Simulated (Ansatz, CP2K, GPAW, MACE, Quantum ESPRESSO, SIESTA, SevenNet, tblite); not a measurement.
# Running twisted graphene double bilayer, 27.80° (104 atoms) with CP2K, part 2 of 3

How do the settings of CP2K change the result for twisted graphene double bilayer, 27.80° (104 atoms)? A plane-wave run serves as the yardstick.

Program: CP2K 2026.2; the method stands at each step. Banners, paths, timers and routine set-up lines are dropped from the logs unmarked, and long logs keep their key lines alone; longer cuts are marked.

So far. Step 2 (PBE, DZVP-MOLOPT-SR, 450/50 Ry, diagonalisation): Forces lie 1.7 % from the reference's, at 7.1 times its CPU time (on 4 against 8 cores). Step 3 (GFN1-xTB, diagonalisation): Against the first run (1.7 %), the force difference from the reference is 5.7 %, at 0.0064 times the CPU time (on 1 against 4 cores); the model has changed, so this is no error of the program alone.

## (4) PBE, SZV-MOLOPT-SR, 450/50 Ry, diagonalisation

Method: Kohn-Sham DFT, PBE, GTH-PBE pseudopotentials, Gaussian and plane waves, SZV-MOLOPT-SR-GTH, diagonalisation.

The input, input.inp:

```
&GLOBAL
  PROJECT cell
  RUN_TYPE ENERGY_FORCE
  PRINT_LEVEL LOW
&END GLOBAL
&FORCE_EVAL
  METHOD QS
  &DFT
    BASIS_SET_FILE_NAME BASIS_MOLOPT
    POTENTIAL_FILE_NAME GTH_POTENTIALS
    &MGRID
      CUTOFF 450
      REL_CUTOFF 50
    &END MGRID
    &QS
      EPS_DEFAULT 1.0E-12
    &END QS
    &SCF
      SCF_GUESS ATOMIC
      EPS_SCF 1.0E-06
      MAX_SCF 200
      ADDED_MOS 46
      &DIAGONALIZATION
        ALGORITHM STANDARD
      &END DIAGONALIZATION
      &SMEAR ON
        METHOD FERMI_DIRAC
        ELECTRONIC_TEMPERATURE [K] 580
      &END SMEAR
      &MIXING
        METHOD BROYDEN_MIXING
        ALPHA 0.15
        NBROYDEN 8
      &END MIXING
      &PRINT
        &RESTART OFF
        &END RESTART
      &END PRINT
    &END SCF
    &XC
      &XC_FUNCTIONAL PBE
      &END XC_FUNCTIONAL
    &END XC
    &PRINT
      &MULLIKEN ON
      &END MULLIKEN
      &HIRSHFELD ON
        SHAPE_FUNCTION DENSITY
      &END HIRSHFELD
      &MO ON
        EIGENVALUES T
        OCCUPATION_NUMBERS T
        MO_INDEX_RANGE 197 220
        &EACH
          QS_SCF 0
        &END EACH
        ADD_LAST NUMERIC
      &END MO
    &END PRINT
  &END DFT
  &SUBSYS
    &CELL
      A 8.86970 0.00000 0.00000
      B -4.43485 7.68139 0.00000
      C 0.00000 0.00000 24.18000
    &END CELL
    &TOPOLOGY
      COORD_FILE_NAME structure.xyz
      COORD_FILE_FORMAT XYZ
    &END TOPOLOGY
    &KIND C
      BASIS_SET SZV-MOLOPT-SR-GTH-q4
      POTENTIAL GTH-PBE-q4
    &END KIND
  &END SUBSYS
  &PRINT
    &FORCES ON
    &END FORCES
  &END PRINT
&END FORCE_EVAL
```

The input, structure.xyz:

```xyz
104

[... 104 atom lines left out: the same atoms as in the first run ...]
```

Command:

```bash
$ OMP_NUM_THREADS=1 cp2k.psmp -i input.inp > output.txt
```

Numbers of over 12 decimals in the logs are rounded to 6 here.

The program printed:

```text
CP2K| version string:                                       CP2K version 2026.2
 CP2K| Input file name                                                 input.inp
 GLOBAL| Basis set file name                                        BASIS_MOLOPT
 GLOBAL| Potential file name                                      GTH_POTENTIALS
 GLOBAL| Run type                                                   ENERGY_FORCE
 GLOBAL| Total number of message passing processes                             1
 GLOBAL| Number of threads for this process                                    1
 TOTAL NUMBERS AND MAXIMUM NUMBERS
  Total number of            - Atomic kinds:                                   1
                             - Atoms:                                        104
[... lines left out ...]
                        Smear method:                                FERMI_DIRAC
[... lines left out ...]
 Number of electrons:                                                        416
[... lines left out ...]
  Step     Update method      Time    Convergence         Total energy    Change
[... lines left out ...]
  *** SCF run converged in    28 steps ***
[... lines left out ...]
  Fermi energy:                                                 0.076355
  Total energy:                                              -589.618106
  Total energy (extrapolated to T->0):                       -589.618106
[... lines left out ...]
 MO| E(Fermi):            0.076355 a.u.          2.077730 eV
[... lines left out ...]
       2     C        1          3.992137                              0.007863
       3     C        1          4.023207                             -0.023207
[...]
103     C        1          3.995466                              0.004534
     104     C        1          3.990144                              0.009856
 # Total charge                            416.000000                 -0.000000
 !-----------------------------------------------------------------------------!
 !-----------------------------------------------------------------------------!
                           Hirshfeld Charges
  #Atom  Element  Kind  Ref Charge     Population                    Net charge
      1       C      1       4.000          4.005                        -0.005
      2       C      1       4.000          3.995                         0.005
      3       C      1       4.000          4.010                        -0.010
[...]
103       C      1       4.000          3.999                         0.001
    104       C      1       4.000          3.993                         0.007
  Total Charge                                                           -0.000
 !-----------------------------------------------------------------------------!
 ENERGY| Total FORCE_EVAL ( QS ) energy [hartree]           -589.618074
 FORCES| Atomic forces [hartree/bohr]
 FORCES|   Atom     x               y               z               |f|
 FORCES|      1  1.00136103E-01 -2.91129688E-02 -1.51038546E-02   1.05370444E-01
 FORCES|      2 -1.64063697E-02 -4.24997247E-02 -8.05039909E-03   4.62623442E-02
 FORCES|      3  6.76247023E-02  1.42048428E-01 -8.66299723E-03   1.57562380E-01
[...]
FORCES|    103 -4.33441484E-03  8.65271565E-02 -8.32544451E-03   8.70347574E-02
 FORCES|    104 -8.70939756E-02 -1.07756079E-01 -1.13938566E-02   1.39019974E-01
 FORCES| Sum     1.43340962E-05 -1.62875249E-04 -9.22887721E-07
 FORCES| Total atomic force                                       1.63507385E-04
```

It took 5.7 min on 1 thread of Arm Neoverse V2, shared host; peak memory 3.1 GiB.

Numbers from this run, and their distance from the reference:

* r.m.s. force component: 3.749 eV/Å
* r.m.s. difference of force components: 794.8 meV/Å
* longest difference of force vectors: 3502 meV/Å
* force difference over r.m.s. force: 26.82 %
* slope of forces against the reference's: 1.264
* correlation of force components: 0.9993

This is a coarse setting, run to see what it loses.

Against the first run (1.7 %), the force difference from the reference is 27 %, at 0.66 times the CPU time (on 1 against 4 cores), with 416 basis functions against 1352: the smaller basis costs accuracy.

## (5) PBE, DZVP-MOLOPT-SR, 450/30 Ry, diagonalisation

Method: Kohn-Sham DFT, PBE, GTH-PBE pseudopotentials, Gaussian and plane waves, DZVP-MOLOPT-SR-GTH, diagonalisation.

input.inp, as its differences from that of step 4:

```diff
@@ -12,3 +12,3 @@
       CUTOFF 450
-      REL_CUTOFF 50
+      REL_CUTOFF 30
     &END MGRID
@@ -66,8 +66,32 @@
     &END CELL
-    &TOPOLOGY
-      COORD_FILE_NAME structure.xyz
-      COORD_FILE_FORMAT XYZ
-    &END TOPOLOGY
+    &COORD
+      SCALED
+      C 0.12467 0.18718 0.29057
+      C 0.17930 0.05690 0.29065
+      C 0.19462 0.47171 0.29176
+      C 0.25817 0.35933 0.28701
+      C 0.28966 0.80749 0.29229
+      C 0.32597 0.65879 0.29311
+      C 0.36150 0.10445 0.29141
+      C 0.42372 0.98998 0.29242
+      C 0.44143 0.41324 0.28808
+      C 0.47384 0.27795 0.28733
+      C 0.51650 0.71831 0.29081
+      C 0.55923 0.58396 0.29090
+      C 0.59540 0.03441 0.29013
+      C 0.63318 0.88722 0.29019
+      C 0.67076 0.33341 0.29037
+      C 0.71423 0.20823 0.29155
+      C 0.73257 0.63026 0.28973
+      C 0.79494 0.51215 0.29217
+      C 0.82039 0.95071 0.28617
+      C 0.85722 0.81374 0.28909
+[... 80 atom lines left out ...]
+      C 0.78757 0.27827 0.70795
+      C 0.84171 0.45871 0.70953
+      C 0.71603 0.50859 0.70943
+      C 0.77677 0.69961 0.71134
+    &END COORD
     &KIND C
-      BASIS_SET SZV-MOLOPT-SR-GTH-q4
+      BASIS_SET DZVP-MOLOPT-SR-GTH-q4
       POTENTIAL GTH-PBE-q4
```

Command:

```bash
$ OMP_NUM_THREADS=1 mpirun -np 4 cp2k.psmp -i input.inp > output.txt
```

The program printed:

```text
CP2K| version string:                                       CP2K version 2026.2
 CP2K| Input file name                                                 input.inp
 GLOBAL| Basis set file name                                        BASIS_MOLOPT
 GLOBAL| Potential file name                                      GTH_POTENTIALS
 GLOBAL| Run type                                                   ENERGY_FORCE
 GLOBAL| Total number of message passing processes                             4
 GLOBAL| Number of threads for this process                                    1
[... lines left out ...]
                        Smear method:                                FERMI_DIRAC
[... lines left out ...]
 Number of electrons:                                                        416
[... lines left out ...]
  Step     Update method      Time    Convergence         Total energy    Change
[... lines left out ...]
  *** SCF run converged in    23 steps ***
[... lines left out ...]
  Fermi energy:                                                 0.038909
  Total energy:                                              -591.581549
  Total energy (extrapolated to T->0):                       -591.581549
[... lines left out ...]
 MO| E(Fermi):            0.038909 a.u.          1.058771 eV
[... lines left out ...]
                           Hirshfeld Charges
  #Atom  Element  Kind  Ref Charge     Population                    Net charge
      1       C      1       4.000          4.005                        -0.005
      2       C      1       4.000          3.994                         0.006
      3       C      1       4.000          4.012                        -0.012
[...]
103       C      1       4.000          3.999                         0.001
    104       C      1       4.000          3.993                         0.007
  Total Charge                                                           -0.000
 !-----------------------------------------------------------------------------!
 ENERGY| Total FORCE_EVAL ( QS ) energy [hartree]           -591.581504
 FORCES| Atomic forces [hartree/bohr]
 FORCES|   Atom     x               y               z               |f|
 FORCES|      1  8.14655224E-02 -2.08815704E-02 -1.21476756E-02   8.49719798E-02
 FORCES|      2 -1.43357029E-02 -3.77174324E-02 -5.90686887E-03   4.07799973E-02
 FORCES|      3  5.47263942E-02  1.14780059E-01 -6.73936614E-03   1.27337580E-01
[...]
FORCES|    103 -6.55867338E-04  6.75949653E-02 -6.65083088E-03   6.79245393E-02
 FORCES|    104 -7.01819664E-02 -8.89529511E-02 -9.74296582E-03   1.13723618E-01
 FORCES| Sum     6.42057728E-06 -1.75617982E-04  4.09559619E-04
 FORCES| Total atomic force                                       4.45670260E-04
```

It took 1.7 min on 4 MPI ranks; peak memory 4.2 GiB.

Against the reference:

```yaml
r_m_s_force_component: 3.008 eV/Å
r_m_s_difference_of_force_components: 51.41 meV/Å
longest_difference_of_force_vectors: 239.9 meV/Å
force_difference_over_r_m_s_force: 1.735 %
slope_of_forces_against_the_reference_s: 1.015
correlation_of_force_components: 1
energy_less_the_same_level_run_s: -0.1275 meV/atom
r_m_s_force_difference_from_the_same_level_run: 1.04 meV/Å
```

This is a coarse setting, run to see what it loses.

Against the first run (1.7 %), the force difference from the reference is 1.7 %, at 0.81 times the CPU time: the change moves forces by 1.0 meV/Å r.m.s., so most of the difference comes from elsewhere.

## (6) PBE, DZVP-MOLOPT-SR, 630/50 Ry, diagonalisation

Method: Kohn-Sham DFT, PBE, GTH-PBE pseudopotentials, Gaussian and plane waves, DZVP-MOLOPT-SR-GTH, diagonalisation.

input.inp, as its differences from that of step 5:

```diff
@@ -11,4 +11,5 @@
     &MGRID
-      CUTOFF 450
-      REL_CUTOFF 30
+      CUTOFF 630
+      REL_CUTOFF 50
+      NGRIDS 5
     &END MGRID
```

The program printed:

```text
CP2K| version string:                                       CP2K version 2026.2
 CP2K| Input file name                                                 input.inp
 GLOBAL| Basis set file name                                        BASIS_MOLOPT
 GLOBAL| Potential file name                                      GTH_POTENTIALS
[... lines left out ...]
                        Smear method:                                FERMI_DIRAC
[... lines left out ...]
 Number of electrons:                                                        416
[... lines left out ...]
  Step     Update method      Time    Convergence         Total energy    Change
[... lines left out ...]
  *** SCF run converged in    23 steps ***
[... lines left out ...]
  Fermi energy:                                                 0.038915
  Total energy:                                              -591.581064
  Total energy (extrapolated to T->0):                       -591.581064
[... lines left out ...]
 MO| E(Fermi):            0.038915 a.u.          1.058941 eV
[... lines left out ...]
    104       C      1       4.000          3.993                         0.007
  Total Charge                                                           -0.000
 !-----------------------------------------------------------------------------!
 ENERGY| Total FORCE_EVAL ( QS ) energy [hartree]           -591.581018
 FORCES| Atomic forces [hartree/bohr]
 FORCES|   Atom     x               y               z               |f|
 FORCES|      1  8.14788116E-02 -2.08946024E-02 -1.21663145E-02   8.49905898E-02
 FORCES|      2 -1.43608140E-02 -3.77139279E-02 -5.93239067E-03   4.07892951E-02
 FORCES|      3  5.47193547E-02  1.14774448E-01 -6.75659573E-03   1.27330410E-01
[...]
FORCES|    103 -6.74132414E-04  6.76225885E-02 -6.63745107E-03   6.79508991E-02
 FORCES|    104 -7.01650144E-02 -8.89526197E-02 -9.68502182E-03   1.13707948E-01
 FORCES| Sum     6.47675798E-06 -8.73657493E-05  2.91091922E-05
 FORCES| Total atomic force                                       9.23150455E-05
```

The job ended after 2.7 min (4 MPI ranks; peak memory 5.8 GiB).

Compared with the plane-wave run:

- r.m.s. force component: 3.008 eV/Å
- r.m.s. difference of force components: 51.4 meV/Å
- longest difference of force vectors: 240.9 meV/Å
- force difference over r.m.s. force: 1.734 %
- slope of forces against the reference's: 1.015
- correlation of force components: 1
- energy less the same-level run's: -0.0003 meV/atom
- r.m.s. force difference from the same-level run: 0.764 meV/Å

Against the first run (1.7 %), the force difference from the reference is 1.7 %, at 1.2 times the CPU time: the change moves forces by 0.76 meV/Å r.m.s., so most of the difference comes from elsewhere.

(Continued in part 3 of 3.)

[Also dropped from logs without a mark: logging warnings of Python, and SIESTA's first energy breakdown and zero terms.]

[Logs are printed without paths, hosts, clocks, repeated set-up lines and the standing remarks that a program may print on its own settings, such as how far it seeks lower states.]

[Hosts, paths, dates, database ids (printed as entryN), source tags and the programs' standing remarks are cut or masked in the printed files.]
